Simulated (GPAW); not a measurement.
# Core-hole calculation of the O K edge in La2O3 (P-3m1), part 2 of 4

How does the O K edge of La2O3 (P-3m1) move when the bonds are compressed or stretched?

GPAW 26.7.0; X-ray absorption from dipole matrix elements to empty bands, plane-wave PAW LDA.

So far. Step 2 (The field without a hole): The mesh shows a gap of 3.82 eV, so the hole is first treated in a charged cell, without the excited electron.

## Step 4: Spectrum with FCH, O atom 3

The holes are 6.8 Å apart. In GPAW the data set carries the hole's charge, so charge=0 means a charged cell and charge=-1 a neutral one. The excited electron is left out and a uniform background balances the charge. After the field has converged, empty bands are computed with the density fixed and the dipole matrix elements are summed.

The absorber has 6 La at 2.72 Å (octahedral, site symmetry -3m).

Input file xas.py:

```python
import numpy as np
from ase import Atoms
from ase.parallel import parprint, paropen
from gpaw import GPAW, PW, FermiDirac, Mixer, MixerDif, setup_paths
from gpaw.test import gen
setup_paths.insert(0, '.')
gen('O', name='fch1s', xcname='LDA', corehole=(1, 0, 1), write_xml=True)
from gpaw.mpi import world
world.barrier()

atoms = Atoms('La6O9',
    cell=[[-5.89616682, 3.4041535, 0],
     [-5.89616682, -3.4041535, 0],
     [3.93077788, 0, 6.11195352]],
    scaled_positions=[[0.41541189, 0.74874523, 0.24623568],
     [0.74874523, 0.08207856, 0.24623568],
     [0.08207856, 0.41541189, 0.24623568],
     [0.25125477, 0.91792144, 0.75376432],
     [0.58458811, 0.25125477, 0.75376432],
     [0.91792144, 0.58458811, 0.75376432],
     [0, 0, 0],
     [0.33333333, 0.33333333, 0],
     [0.66666667, 0.66666667, 0],
     [0.54863022, 0.88196355, 0.64589065],
     [0.88196355, 0.21529688, 0.64589065],
     [0.21529688, 0.54863022, 0.64589065],
     [0.11803645, 0.78470312, 0.35410935],
     [0.45136978, 0.11803645, 0.35410935],
     [0.78470312, 0.45136978, 0.35410935]],
    pbc=True)
atoms.calc = calc = GPAW(legacy_gpaw=True, mode=PW(500, force_complex_dtype=True), xc='LDA', setups={6: 'fch1s'},
    kpts={'size': (3, 3, 3), 'gamma': True}, occupations=FermiDirac(0.02),
    charge=0, mixer=Mixer(0.1, 5, 50), maxiter=150,
    convergence={'density': 0.0001, 'eigenstates': 1e-6}, txt='scf.txt')
energy = atoms.get_potential_energy() + calc.get_reference_energy()
ef = calc.get_fermi_level()
out = dict(energy=energy, fermi=ef, forces=atoms.get_forces().tolist())
parprint(f'all-electron energy {energy:.4f} eV, Fermi level {ef:.4f} eV')
ev = np.array([[calc.get_eigenvalues(k, s) for k in range(len(calc.get_ibz_k_points()))] for s in range(calc.get_number_of_spins())])
out['homo'], out['lumo'], out['counts'] = ev[ev < ef].max(), ev[ev > ef].min(), sorted(set((ev < ef).sum((0, 2)).tolist()))
out['filled'] = (ev[:, 0] < ef).sum(1).tolist()

from ase.units import Ha
from gpaw.xas import dipole_matrix_elements
nb = int(calc.get_number_of_electrons() / 2) + 179
top, nb = nb, nb + 8 + nb // 12
nscf = calc.fixed_density(kpts={'size': (4, 4, 4), 'gamma': True}, nbands=nb,
    convergence={'bands': top, 'eigenstates': 5e-3}, maxiter=60, txt='nscf.txt')
cell = atoms.cell.array
ops = [cell.T @ U.T @ np.linalg.inv(cell.T) for U in nscf.wfs.kd.symmetry.op_scc]
filled = [60]  # bands filled in the ground state, by spin
E = np.arange(-6, 34, 0.1)
fwhm = np.interp(E, [4, 25], [0.9, 3.5])
Y, X, zero, highest = 0, 0, 1e9, 1e9
for spin in range(nscf.get_number_of_spins()):
    wfs = nscf.wfs
    mine = wfs.bd.get_slice()  # this rank's bands
    A = dipole_matrix_elements(wfs.setups[6])
    eps = np.zeros((wfs.kd.nibzkpts, nb))
    d = np.zeros((3, A.shape[1], wfs.kd.nibzkpts, nb), complex)
    for kpt in wfs.kpt_u:
        if kpt.s == spin and 6 in kpt.P_ani:
            eps[kpt.k, mine] = kpt.eps_n * Ha
            d[:, :, kpt.k, mine] = (kpt.weight * wfs.nspins / 2) ** 0.5 * np.inner(A, kpt.P_ani[6])
    world.sum(eps)
    world.sum(d)
    T = np.einsum('amkn,bmkn->abkn', d, d.conj()).real
    T = sum(np.einsum('ai,ijkn,bj->abkn', R, T, R) for R in ops) / len(ops)
    empty = np.ones_like(eps, bool) & (np.arange(nb) >= filled[spin])
    zero, highest = min(zero, eps[empty].min()), min(highest, eps[:, top - 1].min())
    lines = [(eps, T, empty)] if spin == 0 else lines + [(eps, T, empty)]
for eps, T, empty in lines:
    f = np.einsum('aakn->akn', T).reshape(3, -1)
    x = eps.ravel() - zero
    w = np.interp(x, E, fwhm) / 2.35482
    g = np.exp(-0.5 * ((E[:, None] - x) / w) ** 2) / (w * (2 * np.pi) ** 0.5)
    Y = Y + (f * empty.ravel()) @ g.T
    X = X + (f * ~empty.ravel()) @ g.T
out.update(E=E.round(2).tolist(), xas=Y.tolist(), xes=X.tolist(), zero=zero, valid=highest - zero, nk=len(eps), nb=nb)
for i in range(0, len(E), 10):
    parprint(f'{E[i]:7.2f}', *(f'{v:10.3e}' for v in Y[:, i]))
import json
with paropen('out.json', 'w') as f:
    json.dump(out, f)
```

Launch:

```bash
> OMP_NUM_THREADS=1 mpirun -n 4 gpaw python xas.py
```

Numbers of over 12 decimals in the logs are rounded to 6 here.

The log of the run:

```text
Input parameters:
  convergence: {density: 0.0001,
                eigenstates: 1e-06}
  kpts: {gamma: True,
         size: (3, 3, 3)}
  maxiter: 150
  mixer: {backend: pulay,
          beta: 0.1,
          method: separate,
          nmaxold: 5,
          weight: 50}
  mode: {ecut: 500.0,
         force_complex_dtype: True,
         name: pw}
  occupations: {fixmagmom: False,
                name: fermi-dirac,
                width: 0.02}
  setups: {6: fch1s}

Initialize ...

[... PAW data sets ...]

Reference energy: -1403332.243355  # eV

Spin-paired calculation

[... convergence settings ...]
Symmetries present (total): 2
  [... symmetry matrices ...]

27 k-points: 3 x 3 x 3 Monkhorst-Pack grid
14 k-points in the irreducible part of the Brillouin zone
       k-points in crystal coordinates                weights
   0:     0.00000000    0.00000000    0.00000000          1/27
   1:     0.00000000    0.00000000    0.33333333          2/27
   2:     0.00000000    0.33333333   -0.33333333          2/27
   3:     0.00000000    0.33333333    0.00000000          2/27
   4:     0.00000000    0.33333333    0.33333333          2/27
   5:     0.33333333   -0.33333333   -0.33333333          2/27
   6:     0.33333333   -0.33333333    0.00000000          2/27
   7:     0.33333333   -0.33333333    0.33333333          2/27
   8:     0.33333333    0.00000000   -0.33333333          2/27
   9:     0.33333333    0.00000000    0.00000000          2/27
          ...
  13:     0.33333333    0.33333333    0.33333333          2/27

Wave functions: Plane wave expansion
  Cutoff energy: 500.000 eV
  Number of coefficients (min, max): 6219, 6244
  Pulay-stress correction: 0.000000 eV/Ang^3 (de/decut=0.000000)
  Using FFTW library
  Wavefunction extrapolation:
    Improved wavefunction reuse through dual PAW basis

Occupation numbers: Fermi-Dirac:
  width: 0.0200  # eV

Eigensolver
   Davidson(niter=2)

Densities:
  Coarse grid: 36*36*40 grid
  Fine grid: 72*72*80 grid
  Total Charge: 1.000000

Density mixing:
  Method: separate
  Backend: pulay
  Linear mixing parameter: 0.1
  old densities: 5
  Width of damping distribution: 1.1
  Damping of long wavelength oscillations: 50

[... Hamiltonian set-up ...]
Number of atoms: 15
Number of atomic orbitals: 156
Number of bands in calculation: 76
Number of valence electrons: 120
Bands to converge: occupied

... initialized

Initializing position-dependent things.

Density initialized from atomic densities
Creating initial wave functions:
  76 bands from LCAO basis set

              La       La
                   O
                 La
             O        O
              O    La  O

             La  O    La
        O         O         O

Atomic positions and initial magnetic moments

Positions:
   0 La    -5.896167   -1.134718    1.504981    ( 0.0000,  0.0000,  0.0000)
   1 La    -3.930778    2.269436    1.504981    ( 0.0000,  0.0000,  0.0000)
   2 La    -1.965389   -1.134718    1.504981    ( 0.0000,  0.0000,  0.0000)
   3 La    -3.930778   -2.269436    4.606972    ( 0.0000,  0.0000,  0.0000)
   4 La    -1.965389    1.134718    4.606972    ( 0.0000,  0.0000,  0.0000)
   5 La    -5.896167    1.134718    4.606972    ( 0.0000,  0.0000,  0.0000)
   6 O      0.000000    0.000000    0.000000    ( 0.0000,  0.0000,  0.0000)
[...]
12 O     -3.930778   -2.269436    2.164300    ( 0.0000,  0.0000,  0.0000)
  13 O     -1.965389    1.134718    2.164300    ( 0.0000,  0.0000,  0.0000)
  14 O     -5.896167    1.134718    2.164300    ( 0.0000,  0.0000,  0.0000)

Unit cell:
           periodic     x           y           z      points  spacing
  1. axis:    yes   -5.896167    3.404154    0.000000    36     0.1559
  2. axis:    yes   -5.896167   -3.404154    0.000000    36     0.1559
  3. axis:    yes    3.930778    0.000000    6.111954    40     0.1528

  Lengths:   6.808307   6.808307   7.266842
  Angles:  117.933742 117.933742  60.000000

Effective grid spacing dv^(1/3) = 0.1679

iter:   1  -183.085337
iter:   2  -172.451189   +0.21  -0.85
iter:   3  -160.923412   +0.93  -0.95
iter:   4  -161.822692   +0.22  -1.34
iter:   5  -163.154826   +0.05  -1.41
iter:   6  -161.849027   -0.15  -1.48
iter:   7  -162.067784   -0.75  -1.94
iter:   8  -162.394306   -0.17  -1.85
[...]
iter:  13  -161.912094   -0.86  -1.64
iter:  14  -161.844561   -0.40  -1.95
iter:  15  -161.871219   -1.31  -2.23
iter:  16  -161.885881c  -1.66  -2.47
iter:  17  -161.891850c  -1.91  -2.62
iter:  18  -161.896155c  -2.03  -2.71
iter:  19  -161.891962c  -2.77  -2.70
iter:  20  -161.913202c  -1.51  -2.84
iter:  21  -161.893017c  -2.49  -2.55
iter:  22  -161.891065c  -2.47  -2.94
[...]
iter:  26  -161.891435c  -4.50  -3.80
iter:  27  -161.891477c  -4.56  -4.00c
iter:  28  -161.891428c  -4.19  -3.81
iter:  29  -161.891431c  -4.93  -4.25c
iter:  30  -161.891459c  -4.67  -4.42c
iter:  31  -161.891431c  -5.30  -3.98
iter:  32  -161.891432c  -5.19  -4.50c
iter:  33  -161.891433c  -5.89  -4.86c
iter:  34  -161.891433c  -5.87  -5.04c
iter:  35  -161.891433c  -6.36c -4.92c

Converged after 35 iterations.

Dipole moment: (-0.000000, -0.000000, -0.000000) |e|*Ang

Energy contributions relative to reference atoms: (reference = -1403332.243355)

Kinetic:       +104.639117
Potential:     -125.434768
External:        +0.000000
XC:            -138.182737
Entropy (-ST):   -0.000000
Local:           -2.913045
SIC:             +0.000000
--------------------------
Free energy:   -161.891433
Extrapolated:  -161.891433

Showing only first 2 kpts
 Kpt  Band  Eigenvalues  Occupancy
  0    58      7.62984    2.00000
  0    59      7.67562    2.00000
  0    60     11.74739    0.00000
  0    61     11.75322    0.00000

  1    58      7.61591    2.00000
  1    59      7.71093    2.00000
  1    60     11.52221    0.00000
[...]
Fermi level: 8.93176

Gap: 3.794 eV
Transition (v -> c):
  (s=0, k=2, n=59, [0.00, 0.33, -0.33]) -> (s=0, k=1, n=60, [0.00, 0.00, 0.33])
Direct/indirect transitions are different
Direct gap: 3.811 eV
Transition at: (s=0, k=1, n=59, [0.00, 0.00, 0.33])

Forces in eV/Ang:
  0 La    0.00517    1.10975    0.75074
  1 La    0.95853   -0.55937    0.75084
  2 La   -0.96366   -0.55042    0.75083
  3 La   -0.95853    0.55937   -0.75084
  4 La   -0.00517   -1.10975   -0.75074
  5 La    0.96366    0.55042   -0.75083
  6 O     0.00000    0.00000    0.00000
[...]
12 O    -0.09739   -0.05380   -0.22323
 13 O     0.09546   -0.05760   -0.22323
 14 O     0.00233    0.11133   -0.22323
Scalar-relativistic atomic LDA calculation for O (Oxygen, Z=8)
Core hole in 1s state (1s occupation: 1.0)
300 radial gridpoints.
|------------------------------------------------|
|------------------------------------------------|
[... the atom generator's iteration count ...]

Energy contributions:
-------------------------
Kinetic:      +54.046737
XC:            -5.876031
Potential:   -102.458324
-------------------------
Total:        -54.287618

state      eigenvalue         ekin         rmax
-----------------------------------------------
1s^1.0 :   -21.731873    30.611423        0.127
2s^2.0 :    -1.594915     4.066245        0.801
2p^4.0 :    -1.067100     3.825706        0.682
-----------------------------------------------
(units: Bohr and Hartree)

Generating PAW setup
Kinetic energy of the core from tauc = 30.636371
Cutoffs:
rc(s)=1.300
rc(p)=1.130
rc(d)=1.170
rc(vbar)=1.300
rc(comp)=1.260
rc(nct)=1.300

Kinetic energy of the core states: 30.611423
Charge: 1.0
Core electrons: 1.0
Valence electrons: 6.0
Pseudo-core charge: 0.000198
Shape function alpha=6.299
Pseudo-electron charge 5.280306
state    eigenvalue         norm
--------------------------------
2s(2) :    -1.594915     1.065643
*s    :    -0.594915
2p(4) :    -1.067100     0.787205
*p    :    -0.067100
*d    :     0.000000
--------------------------------

Diagonalizing with gridspacing h=0.050

state   all-electron     PAW
-------------------------------
2s:      -1.594915    -1.596334
2p:      -1.067100    -1.073375
*d:                   -0.060686
*f:                   -0.013559
-------------------------------
all-electron energy -1403494.1348 eV, Fermi level 8.9318 eV
[...]
31.00  3.954e-05  3.952e-05  5.641e-05
  32.00  4.061e-05  4.052e-05  5.618e-05
  33.00  4.155e-05  4.129e-05  5.264e-05
```

Wall time 9.8 min (4 MPI ranks of Arm Neoverse V1, shared host); peak memory 0.84 GiB.

The O K spectrum, O atom 3, full core hole (charged cell) (energy from the lowest empty level; intensity scaled to a mean of 1 over the first 20 eV; polarised curves are means over the symmetry-equivalent atoms):

```
E (eV)  isotropic  ε ⊥ c  ε ∥ c
  -2.0       0.00   0.00   0.00
  -1.5       0.00   0.00   0.00
  -1.0       0.00   0.00   0.00
  -0.5       0.02   0.02   0.02
   0.0       0.19   0.21   0.16
   0.5       0.91   1.08   0.56
   1.0       2.29   2.57   1.75
   1.5       3.07   3.01   3.19
   2.0       2.33   2.43   2.13
   2.5       1.59   1.99   0.81
   3.0       1.16   1.18   1.12
   3.5       1.06   0.58   2.02
   4.0       0.95   0.41   2.05
   4.5       1.14   0.66   2.10
   5.0       1.43   1.04   2.21
   5.5       1.67   1.66   1.69
   6.0       1.86   2.42   0.74
   6.5       1.58   2.23   0.27
   7.0       0.91   1.28   0.17
   7.5       0.55   0.74   0.15
   8.0       0.48   0.63   0.20
   8.5       0.55   0.64   0.36
   9.0       0.67   0.68   0.65
   9.5       0.73   0.62   0.95
  10.0       0.67   0.50   1.02
  10.5       0.56   0.42   0.85
  11.0       0.48   0.39   0.67
  11.5       0.46   0.39   0.62
  12.0       0.50   0.41   0.67
  12.5       0.56   0.45   0.77
  13.0       0.63   0.50   0.90
  13.5       0.70   0.55   1.02
  14.0       0.76   0.60   1.08
  14.5       0.79   0.66   1.06
  15.0       0.81   0.73   0.96
  15.5       0.81   0.80   0.83
  16.0       0.80   0.85   0.70
  16.5       0.78   0.86   0.60
  17.0       0.76   0.87   0.55
  17.5       0.78   0.90   0.53
  18.0       0.82   0.96   0.53
  18.5       0.86   1.02   0.54
  19.0       0.91   1.07   0.58
  19.5       0.93   1.08   0.64
  20.0       0.95   1.07   0.72
  20.5       0.97   1.04   0.82
  21.0       0.99   1.03   0.92
  21.5       1.02   1.02   1.01
  22.0       1.04   1.02   1.09
  22.5       1.07   1.03   1.16
  23.0       1.09   1.03   1.22
  23.5       1.10   1.03   1.25
  24.0       1.09   1.02   1.23
  24.5       1.07   1.01   1.18
  25.0       1.03   1.00   1.10
  25.5       0.99   0.99   1.01
  26.0       0.95   0.96   0.92
  26.5       0.91   0.93   0.86
  27.0       0.86   0.88   0.81
  27.5       0.81   0.82   0.79
  28.0       0.77   0.76   0.78
  28.5       0.73   0.71   0.78
```

Main maxima below 24 eV (height): 1.5 eV (3.07), 6.0 eV (1.86), 9.5 eV (0.73) and 23.5 eV (1.10). A K edge sees empty p states on the absorber.

The hole costs E(hole) − E(ground) = 523.16 eV, and the lowest empty level of the hole cell on the spectrum's mesh lies at 11.45 eV, which puts the zero at 534.61 eV. One term is added: -8.83 eV, since the hole is spin-paired here and a spin-polarised one costs that much less in the free atom (computed apart). The photon energy is then 525.78 eV. The functional and the charged cell's background leave an error in such absolute values: in the free atom LDA prices this hole 4.1 eV below PBE (computed apart), and PBE is itself good to a few eV.

## Step 5: Reference energy of the supercell

The cell changes for the next run, so it gets a reference energy of its own.

The cell differs from the one that the last finished run ended in (a 6.808 → 6.669 Å, b 6.808 → 6.669 Å, c 7.267 → 7.118 Å).

Input file scf.py:

```python
import numpy as np
from ase import Atoms
from ase.parallel import parprint, paropen
from gpaw import GPAW, PW, FermiDirac, Mixer, MixerDif, setup_paths
from gpaw.test import gen
setup_paths.insert(0, '.')
gen('O', name='nch1s', xcname='LDA', corehole=(1, 0, 0), write_xml=True)
from gpaw.mpi import world
world.barrier()

atoms = Atoms('La6O9',
    cell=[[-5.77580311, 3.33466148, 0],
     [-5.77580311, -3.33466148, 0],
     [3.85053541, 0, 5.98718477]],
    scaled_positions=[[0.41541189, 0.74874523, 0.24623568],
     [0.74874523, 0.08207856, 0.24623568],
     [0.08207856, 0.41541189, 0.24623568],
     [0.25125477, 0.91792144, 0.75376432],
     [0.58458811, 0.25125477, 0.75376432],
     [0.91792144, 0.58458811, 0.75376432],
     [0, 0, 0],
     [0.33333333, 0.33333333, 0],
     [0.66666667, 0.66666667, 0],
     [0.54863022, 0.88196355, 0.64589065],
     [0.88196355, 0.21529688, 0.64589065],
     [0.21529688, 0.54863022, 0.64589065],
     [0.11803645, 0.78470312, 0.35410935],
     [0.45136978, 0.11803645, 0.35410935],
     [0.78470312, 0.45136978, 0.35410935]],
    pbc=True)
atoms.calc = calc = GPAW(legacy_gpaw=True, mode=PW(500, force_complex_dtype=True), xc='LDA', setups={6: 'nch1s'},
    kpts={'size': (3, 3, 3), 'gamma': True}, occupations=FermiDirac(0.02),
    charge=0, mixer=Mixer(0.1, 5, 50), maxiter=150,
    convergence={'density': 0.0001, 'eigenstates': 1e-6}, txt='scf.txt')
energy = atoms.get_potential_energy() + calc.get_reference_energy()
ef = calc.get_fermi_level()
out = dict(energy=energy, fermi=ef, forces=atoms.get_forces().tolist())
parprint(f'all-electron energy {energy:.4f} eV, Fermi level {ef:.4f} eV')
ev = np.array([[calc.get_eigenvalues(k, s) for k in range(len(calc.get_ibz_k_points()))] for s in range(calc.get_number_of_spins())])
out['homo'], out['lumo'], out['counts'] = ev[ev < ef].max(), ev[ev > ef].min(), sorted(set((ev < ef).sum((0, 2)).tolist()))
out['filled'] = (ev[:, 0] < ef).sum(1).tolist()
import json
with paropen('out.json', 'w') as f:
    json.dump(out, f)
```

Launch:

```bash
> OMP_NUM_THREADS=1 mpirun -n 4 gpaw python scf.py
```

The log of the run:

```text
Input parameters:
  convergence: {density: 0.0001,
                eigenstates: 1e-06}
  kpts: {gamma: True,
         size: (3, 3, 3)}
  maxiter: 150
  mixer: {backend: pulay,
          beta: 0.1,
          method: separate,
          nmaxold: 5,
          weight: 50}
  mode: {ecut: 500.0,
         force_complex_dtype: True,
         name: pw}
  occupations: {fixmagmom: False,
                name: fermi-dirac,
[...]
2s(2) :    -0.872866     1.079797
*s    :     0.127134
2p(4) :    -0.337925     0.876472
*p    :     0.662075
*d    :     0.000000
--------------------------------

Diagonalizing with gridspacing h=0.050

state   all-electron     PAW
-------------------------------
2s:      -0.872866    -0.873954
2p:      -0.337925    -0.341740
*d:                    0.050276
*f:                    0.077289
-------------------------------
all-electron energy -1404017.4408 eV, Fermi level 9.6853 eV
[key lines of the parts left out:]
Converged after 39 iterations.
Dipole moment: (-0.000000, 0.000000, -0.000000) |e|*Ang
Free energy:   -134.530727
Fermi level: 9.68531
```

Wall time 3 min (4 MPI ranks); peak memory 0.41 GiB.

Reference energy: -1404017.441 eV with the cores included.

[end of part 2 of 4]

[Banner, clock and machine lines of the logs are left out without a mark of their own.]

[Logs are printed without paths, hosts, clocks, repeated set-up lines and the standing remarks that a program may print on its own settings, such as how far it seeks lower states.]

[Hosts, paths, dates, database ids (printed as entryN), source tags and the programs' standing remarks are cut or masked in the printed files.]

[Lists of maxima count a maximum above −3 eV only where it reaches 4 % of the highest in the window and stands out from its surroundings by 2 % of it (1.5 % where it reaches 55 %); shoulders and weaker maxima are passed over, and of the rest the first, up to two pre-edge ones and the few strongest are named.]
